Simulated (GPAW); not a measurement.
Consider KCrF3 (P4/mmm).

```
Cr K F
1.0
     4.09361    0.00000    0.00000
     0.00000    4.09361    0.00000
     0.00000    0.00000    4.60064
Cr K F
1 1 3
Direct
  0.00000 0.00000 0.00000
  0.50000 0.50000 0.50000
  0.50000 0.00000 0.00000
  0.00000 0.50000 0.00000
  0.00000 0.00000 0.50000
```

Absorber: atom 2, with 4 F at 2.89 Å and 8 F at 3.08 Å (distorted cuboctahedral, site symmetry 4/mmm). Method: GPAW, LDA + U (Cr 3 eV), full core hole (charged cell), 20-atom cell with 7.4 Å between holes, 4×4×4 k points, dipole transitions, Gaussian full width 0.9 eV up to 4 eV, rising linearly to 3.5 eV at 25 eV.

Where do the maxima of the K K edge fall?

Main maxima up to 30 eV above the zero (height): 3.7 eV (2.01), 5.0 eV (1.43), 7.2 eV (2.09), 17.2 eV (0.98) and 29.4 eV (1.77). A K edge sees empty p states on the absorber. The total-energy difference plus the lowest empty eigenvalue puts the zero at 3592.80 eV. The tabulated edge of the element is 3608.4 eV. The functional and the charged cell's background leave an error in such absolute values: in the free atom LDA prices this hole 11.1 eV below PBE (computed apart), and PBE is itself good to a few eV.

The K K spectrum (energy from the lowest empty level; intensity scaled to a mean of 1 over the first 20 eV; polarised curves are means over the symmetry-equivalent atoms):

| E (eV) | isotropic | ε ⊥ c | ε ∥ c |
| --- | --- | --- | --- |
| -2.0 | 0.00 | 0.00 | 0.00 |
| -1.0 | 0.00 | 0.00 | 0.00 |
| 0.0 | 0.01 | 0.01 | 0.01 |
| 1.0 | 0.07 | 0.08 | 0.04 |
| 2.0 | 0.35 | 0.35 | 0.35 |
| 3.0 | 1.54 | 1.38 | 1.86 |
| 4.0 | 1.80 | 1.77 | 1.86 |
| 5.0 | 1.43 | 1.64 | 1.01 |
| 6.0 | 1.13 | 0.84 | 1.70 |
| 7.0 | 2.05 | 1.45 | 3.25 |
| 8.0 | 1.83 | 1.93 | 1.64 |
| 9.0 | 1.80 | 2.16 | 1.09 |
| 10.0 | 1.42 | 1.88 | 0.51 |
| 11.0 | 0.82 | 1.07 | 0.31 |
| 12.0 | 0.46 | 0.54 | 0.30 |
| 13.0 | 0.33 | 0.29 | 0.39 |
| 14.0 | 0.36 | 0.24 | 0.59 |
| 15.0 | 0.56 | 0.40 | 0.86 |
| 16.0 | 0.83 | 0.73 | 1.02 |
| 17.0 | 0.97 | 0.99 | 0.94 |
| 18.0 | 0.94 | 1.02 | 0.79 |
| 19.0 | 0.86 | 0.92 | 0.74 |
| 20.0 | 0.84 | 0.87 | 0.78 |
| 21.0 | 0.87 | 0.87 | 0.87 |
| 22.0 | 0.88 | 0.85 | 0.92 |
| 23.0 | 0.85 | 0.80 | 0.94 |
| 24.0 | 0.83 | 0.73 | 1.01 |
| 25.0 | 0.86 | 0.70 | 1.16 |
| 26.0 | 0.98 | 0.79 | 1.36 |
| 27.0 | 1.23 | 1.04 | 1.62 |
| 28.0 | 1.55 | 1.39 | 1.86 |
| 29.0 | 1.75 | 1.68 | 1.90 |
| 30.0 | 1.72 | 1.75 | 1.67 |
| 31.0 | 1.48 | 1.56 | 1.32 |

The hole lies in one spin channel, while the script sums the empty states of both and takes the lower zero; where the two channels are split, this blurs and shifts the curve. The spins start ferromagnetically in a simple order, which needn't be the measured one; gap and edge can depend on it. The mesh is coarse (0.27 Å⁻¹ between points), so small maxima may be mesh ripples. Lifetime broadening is put in by hand, and intensities beyond about 20 eV depend on it and on the partial waves. The structure is a computed Materials Project entry and may be a hypothetical form.

[Banner, clock and machine lines of the logs are left out without a mark of their own.]

[Logs are printed without paths, hosts, clocks, repeated set-up lines and the standing remarks that a program may print on its own settings, such as how far it seeks lower states.]

[Hosts, paths, dates, database ids (printed as entryN), source tags and the programs' standing remarks are cut or masked in the printed files.]

[Lists of maxima count a maximum above −3 eV only where it reaches 4 % of the highest in the window and stands out from its surroundings by 2 % of it (1.5 % where it reaches 55 %); shoulders and weaker maxima are passed over, and of the rest the first, up to two pre-edge ones and the few strongest are named.]
